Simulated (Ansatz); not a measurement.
# Hf (Im-3m, 1 atom in the cell): Grüneisen parameters

Aim: how the phonons of Hf (Im-3m, 1 atom in the cell) shift with volume, and the thermal expansion that follows.

Main program and level: Ansatz 0.2.0; DFT PBEsol, scalar-relativistic, plane waves, PAW; PAW set soft_1.

Most raw output is cut from this account.

This is not the structure that Hf takes at ambient pressure and room temperature (hexagonal, No. 194); it is a model or a phase of other conditions.

## 1. Set-up

Symmetry: Im-3m, No. 229, cubic system. The conventional cell has a = 3.489 Å, b = 3.489 Å, c = 3.489 Å, α = 90.00°, β = 90.00°, γ = 90.00°. Nearest to Hf lie 8 Hf at 3.02 Å.

## 2. Phonons on a q mesh

The cell comes from relaxations at this level that are not shown. Stability and thermal properties need the whole zone. Linear response on a 4×4×4 q mesh gives force constants as far as a supercell of that size would.

The input, input.yaml:

```yaml
crystal:
  lattice:
    - [-1.7446091036, 1.7446091036, 1.7446091036]
    - [1.7446091036, -1.7446091036, 1.7446091036]
    - [1.7446091036, 1.7446091036, -1.7446091036]
  atoms:
    - { symbol: Hf, position: [0.0, 0.0, 0.0] }
kpoints:
  mp_grid: { grid: [16, 16, 16] }
hamiltonian:
  xc: pbesol
  pseudopotentials: { kind: paw, azcp: { folder: soft_1 }, xc_functional: pbe }
scf:
  occupations: { method: methfessel_paxton, width: 0.2 }
output:
  eigenvalues: true
phonons:
  method: dfpt
  qmesh: [4, 4, 4]
  temperatures: { t_max: 1000, t_step: 50 }
  qpath:
    path:
      - [[0.0, 0.0, 0.0], [0.5, -0.5, 0.5], [0.0, 0.0, 0.5], [0.0, 0.0, 0.0], [0.25, 0.25, 0.25], [0.5, -0.5, 0.5]]
      - [[0.25, 0.25, 0.25], [0.0, 0.0, 0.5]]
    npoints: 10
```

The run is started by

```
$ ansatz run input.yaml --threads 4 --pin off --max-ram 10240MiB --backend cpu --events-out ev --progress --plain --runs-dir out
```

Run time: 2.7 min. Hardware: 4 threads of Arm Neoverse V2, shared host; peak memory 3.9 GiB; 10 min of CPU time.

Numbers from this step:

* volume per atom: 21.24 Å³
* gap on the k-mesh: 0 eV
* sum-rule residual before enforcement: 7.83e-6 eV/Å²
* lowest frequency on the path: -87.86 cm⁻¹
* highest frequency on the path or at a solved wavevector: 138.3 cm⁻¹
* lowest mode on the q mesh (acoustic modes at Γ apart): -87.56 cm⁻¹

Frequencies (cm⁻¹) solved at each irreducible wavevector; negative means imaginary. Frequencies by wavevector, by row:

| q in reciprocal lattice units | star | mode 1 | mode 2 | mode 3 |
| --- | --- | --- | --- | --- |
| 0 0 0 | 1 | 0 | 0 | 0 |
| 0 0 0.25 | 12 | -45.9 | 56.5 | 93.5 |
| 0 0 -0.5 | 6 | -87.6 | 88.6 | 96.4 |
| 0 0.25 0.25 | 24 | -54.1 | 54.8 | 110.8 |
| 0.25 0.25 0.25 | 2 | -36.3 | -36.3 | -36.3 |
| 0.25 0.25 -0.25 | 6 | 73.6 | 92 | 92 |
| 0.25 -0.5 -0.5 | 12 | 96.6 | 117.5 | 119.2 |
| -0.5 -0.5 -0.5 | 1 | 138.3 | 138.3 | 138.3 |

Symmetry leaves 8 wavevectors to solve. The lowest mode among them, the acoustic zeros apart, lies at q = (0, 0, -0.5) and is imaginary, 87.6i cm⁻¹, so the energy falls along it.

## 3. Relaxing at another volume, volume ratio 0.97

The volume is scaled by 0.97 and held; symmetry leaves nothing to relax, so this is a single point. The modes can then be followed against volume.

input.yaml, the sections that differ from step 2:

```yaml
crystal:
  lattice:
    - [-1.7269855845, 1.7269855845, 1.7269855845]
    - [1.7269855845, -1.7269855845, 1.7269855845]
    - [1.7269855845, 1.7269855845, -1.7269855845]
  atoms:
    - { symbol: Hf, position: [0.0, 0.0, 0.0] }
output:
  forces: true
  stress: true
  eigenvalues: true
  write_density: true
  write_potential: true
  elf: true
  volumetric_format: npy
# kpoints, hamiltonian, scf: as in step 2
# phonons: removed
```

It took 1.1 s on 4 threads; peak memory 0.33 GiB; 3.6 s of CPU time.

Numbers from this step:

```yaml
pressure: 3.430 GPa
volume_per_atom: 20.60 Å³
```

ELF in the ac plane of the conventional cell at fractional y = 0.000, with atoms of Hf within 0.2 Å of it. It is the smooth field of the valence electrons, not physical close to the nuclei.

Values, 14 rows by 14 columns, each cell a mean:
```
0.85 0.84 0.74 0.50 0.24 0.21 0.34 0.41 0.29 0.18 0.32 0.60 0.80 0.85
0.82 0.78 0.65 0.40 0.20 0.24 0.40 0.46 0.35 0.19 0.25 0.49 0.72 0.80
0.64 0.58 0.42 0.26 0.21 0.33 0.47 0.52 0.43 0.26 0.20 0.30 0.49 0.60
0.34 0.30 0.23 0.21 0.28 0.41 0.51 0.54 0.49 0.36 0.24 0.20 0.25 0.32
0.18 0.19 0.22 0.30 0.40 0.47 0.50 0.50 0.50 0.46 0.36 0.26 0.19 0.18
0.27 0.31 0.38 0.45 0.50 0.48 0.46 0.45 0.47 0.50 0.49 0.43 0.35 0.29
0.40 0.43 0.49 0.53 0.53 0.48 0.43 0.42 0.45 0.50 0.54 0.52 0.46 0.41
0.32 0.36 0.43 0.49 0.52 0.49 0.45 0.43 0.46 0.50 0.51 0.47 0.40 0.34
0.19 0.21 0.27 0.36 0.45 0.49 0.49 0.48 0.48 0.47 0.41 0.33 0.24 0.21
0.25 0.22 0.19 0.22 0.32 0.45 0.52 0.53 0.50 0.40 0.28 0.21 0.20 0.24
0.53 0.47 0.34 0.22 0.22 0.36 0.49 0.53 0.45 0.30 0.21 0.26 0.40 0.50
0.78 0.72 0.57 0.34 0.19 0.27 0.43 0.49 0.38 0.22 0.23 0.42 0.65 0.74
0.85 0.83 0.72 0.47 0.22 0.21 0.36 0.43 0.31 0.19 0.30 0.58 0.78 0.84
0.86 0.85 0.78 0.53 0.25 0.19 0.32 0.40 0.27 0.18 0.34 0.64 0.82 0.85
```
Columns run along a (3.5 Å), rows up along c (3.5 Å), edges of the conventional cell, whose origin can differ from the input's. Atoms in or near the plane, at fractional coordinates: Hf at (0.00, 0.00).

Electrostatic potential energy in the ac plane of the conventional cell at fractional y = 0.000, with atoms of Hf within 0.2 Å of it. With pseudopotentials it is smooth inside the atoms' cores, unlike the true potential.

Ten even steps from '_' (-14 eV) to '@' (21 eV), each cell a mean:
```
--..__::**%%@@@@@@##==____::
______--##%%@@@@@@%%**::____
__..--**%%@@@@@@@@%%##++::__
==++**%%@@@@@@@@@@@@%%##**==
##%%%%@@@@@@@@@@@@@@@@%%%%##
@@@@@@@@@@@@@@@@@@@@@@@@@@@@
@@@@@@@@@@@@@@@@@@@@@@@@@@@@
@@@@@@@@@@@@@@@@@@@@@@@@@@@@
%%%%@@@@@@@@@@@@@@@@@@@@%%%%
++**##%%@@@@@@@@@@@@@@%%##**
..::==**%%@@@@@@@@@@%%**--::
____..==##@@@@@@@@%%**--____
::..__::**%%@@@@@@%%++..__..
==::__..++%%@@@@@@##==____--
```
Columns run along a (3.5 Å; values clipped at the 3rd and 97th percentile), rows up along c (3.5 Å), edges of the conventional cell, whose origin can differ from the input's. Atoms in or near the plane, at fractional coordinates: Hf at (0.00, 0.00).

Valence density in the ac plane of the conventional cell at fractional y = 0.000, with atoms of Hf within 0.2 Å of it. It is the smooth field of the valence electrons, not physical close to the nuclei.

Ten steps, logarithmic in the rise over the least value, from '0' (0 e/Å³) to '9' (53 e/Å³), each cell a mean:
```
98530000001378
76420000001257
43210000000123
11000000000011
00000000000000
00000000000000
00000000000000
00000000000000
00000000000000
10000000000000
32100000000123
65310000000245
87520000001368
98631000001479
```
Columns run along a (3.5 Å), rows up along c (3.5 Å), edges of the conventional cell, whose origin can differ from the input's. Atoms in or near the plane, at fractional coordinates: Hf at (0.00, 0.00).

## 4. Phonons at the other volume, volume ratio 0.97

The phonons are repeated at this volume on the same k and q meshes.

input.yaml, the sections that differ from step 3:

```yaml
output:
  eigenvalues: true
phonons:
  method: dfpt
  qmesh: [4, 4, 4]
  temperatures: { t_max: 1000, t_step: 50 }
  qpath:
    path:
      - [[0.0, 0.0, 0.0], [0.5, -0.5, 0.5], [0.0, 0.0, 0.5], [0.0, 0.0, 0.0], [0.25, 0.25, 0.25], [0.5, -0.5, 0.5]]
      - [[0.25, 0.25, 0.25], [0.0, 0.0, 0.5]]
    npoints: 10
# crystal, kpoints, hamiltonian, scf: as in step 3
```

It took 2.2 min on 4 threads; peak memory 3.8 GiB; 8.2 min of CPU time.

Numbers from this step:

```
sum-rule residual before enforcement                    : 4.37e-6 eV/Å²
lowest frequency on the path                            : -85.96 cm⁻¹
highest frequency on the path or at a solved wavevector : 145.3 cm⁻¹
lowest mode on the q mesh (acoustic modes at Γ apart)   : -85.94 cm⁻¹
```

Frequencies (cm⁻¹) solved at each irreducible wavevector; negative means imaginary. Frequencies by wavevector, by row:

| q in reciprocal lattice units | star | mode 1 | mode 2 | mode 3 |
| --- | --- | --- | --- | --- |
| 0 0 0 | 1 | 0 | 0 | 0 |
| 0 0 0.25 | 12 | -44.2 | 57.6 | 98.8 |
| 0 0 -0.5 | 6 | -85.9 | 88.7 | 103 |
| 0 0.25 0.25 | 24 | -51.9 | 62.4 | 117 |
| 0.25 0.25 0.25 | 2 | -7.5 | -7.5 | -7.5 |
| 0.25 0.25 -0.25 | 6 | 79.3 | 93.9 | 93.9 |
| 0.25 -0.5 -0.5 | 12 | 100.2 | 120.9 | 126.2 |
| -0.5 -0.5 -0.5 | 1 | 145.3 | 145.3 | 145.3 |

The highest frequency on the path or at a solved wavevector is 145.3 cm⁻¹, +7.0 cm⁻¹ against the base run.

## 5. Relaxing at another volume, volume ratio 1.03

The volume is scaled by 1.03 and held; symmetry leaves nothing to relax, so this is a single point. The modes can then be followed against volume.

input.yaml, the sections that differ from step 4:

```yaml
crystal:
  lattice:
    - [-1.7618835845, 1.7618835845, 1.7618835845]
    - [1.7618835845, -1.7618835845, 1.7618835845]
    - [1.7618835845, 1.7618835845, -1.7618835845]
  atoms:
    - { symbol: Hf, position: [0.0, 0.0, 0.0] }
output:
  forces: true
  stress: true
  eigenvalues: true
# kpoints, hamiltonian, scf: as in step 4
# phonons: removed
```

Run time: 0.91 s. Hardware: 4 threads; peak memory 0.33 GiB.

Numbers from this step:

| Quantity | Value |
| --- | --- |
| pressure | -3.008 GPa |
| volume per atom | 21.88 Å³ |

The run ends at a pressure of -3.01 GPa.

## 6. Phonons at the other volume, volume ratio 1.03

input.yaml, as its differences from that of step 5:

```diff
@@ -15,4 +15,11 @@
 output:
-  forces: true
-  stress: true
   eigenvalues: true
+phonons:
+  method: dfpt
+  qmesh: [4, 4, 4]
+  temperatures: { t_max: 1000, t_step: 50 }
+  qpath:
+    path:
+      - [[0.0, 0.0, 0.0], [0.5, -0.5, 0.5], [0.0, 0.0, 0.5], [0.0, 0.0, 0.0], [0.25, 0.25, 0.25], [0.5, -0.5, 0.5]]
+      - [[0.25, 0.25, 0.25], [0.0, 0.0, 0.5]]
+    npoints: 10
```

Elapsed: 2.6 min, on 4 threads; peak memory 4 GiB; 10 min of CPU time.

This step gave:

```yaml
sum_rule_residual_before_enforcement: 5.64e-6 eV/Å²
lowest_frequency_on_the_path: -89.76 cm⁻¹
highest_frequency_on_the_path_or_at_a_solved_wavevector: 130.6 cm⁻¹
lowest_mode_on_the_q_mesh_acoustic_modes_at_gamma_apart: -89.08 cm⁻¹
```

The highest frequency on the path or at a solved wavevector is 130.6 cm⁻¹, -7.7 cm⁻¹ against the base run.

## 7. Grüneisen parameters

The Grüneisen parameter of a mode is minus the logarithmic change of its frequency with volume, −d ln ω / d ln V; weighted by heat capacity it gives the expansion.

This step gave:

```yaml
bulk_modulus: 107.3 GPa
```

The phonon branches at the labelled points (cm⁻¹):

| point | branch 1 | branch 2 | branch 3 |
| --- | --- | --- | --- |
| Γ | 0 | 0 | 0 |
| halfway | 74 | 92 | 92 |
| H | 138 | 138 | 138 |
| halfway | 97 | 118 | 119 |
| N | -88 | 89 | 96 |
| halfway | -46 | 56 | 94 |
| Γ | 0 | 0 | 0 |
| halfway | -44 | -44 | 118 |
| P | -36 | -36 | -36 |
| halfway | 79 | 107 | 107 |
| H | 138 | 138 | 138 |
| jump to P | -36 | -36 | -36 |
| halfway | -86 | 65 | 86 |
| N | -88 | 89 | 96 |

The same for volume x 0.97:

| point | branch 1 | branch 2 | branch 3 |
| --- | --- | --- | --- |
| Γ | 0 | 0 | 0 |
| H | 145 | 145 | 145 |
| N | -86 | 89 | 103 |
| Γ | 0 | 0 | 0 |
| P | -8 | -8 | -8 |
| H | 145 | 145 | 145 |
| P | -8 | -8 | -8 |
| N | -86 | 89 | 103 |

The same for volume x 1.03:

| point | branch 1 | branch 2 | branch 3 |
| --- | --- | --- | --- |
| Γ | 0 | 0 | 0 |
| H | 131 | 131 | 131 |
| N | -89 | 88 | 89 |
| Γ | 0 | 0 | 0 |
| P | -51 | -51 | -51 |
| H | 131 | 131 | 131 |
| P | -51 | -51 | -51 |
| N | -89 | 88 | 89 |

## 8. Outcome

| Item | Value |
| --- | --- |
| bulk modulus | 107 GPa |

In words: No expansion is given, because modes are imaginary at one volume or more. Branches are matched by rank, so values near crossings are rough. With no gap, or one that is small against the smearing, the frequencies hang on the k mesh and the smearing, most of all near Kohn anomalies. Spin-orbit coupling is left out, which can matter for the heavy elements here. The PAW files were made for PBE and serve the other functionals too.

[Logs are printed without paths, hosts, clocks, repeated set-up lines and the standing remarks that a program may print on its own settings, such as how far it seeks lower states.]

[Hosts, paths, dates, database ids (printed as entryN), source tags and the programs' standing remarks are cut or masked in the printed files.]
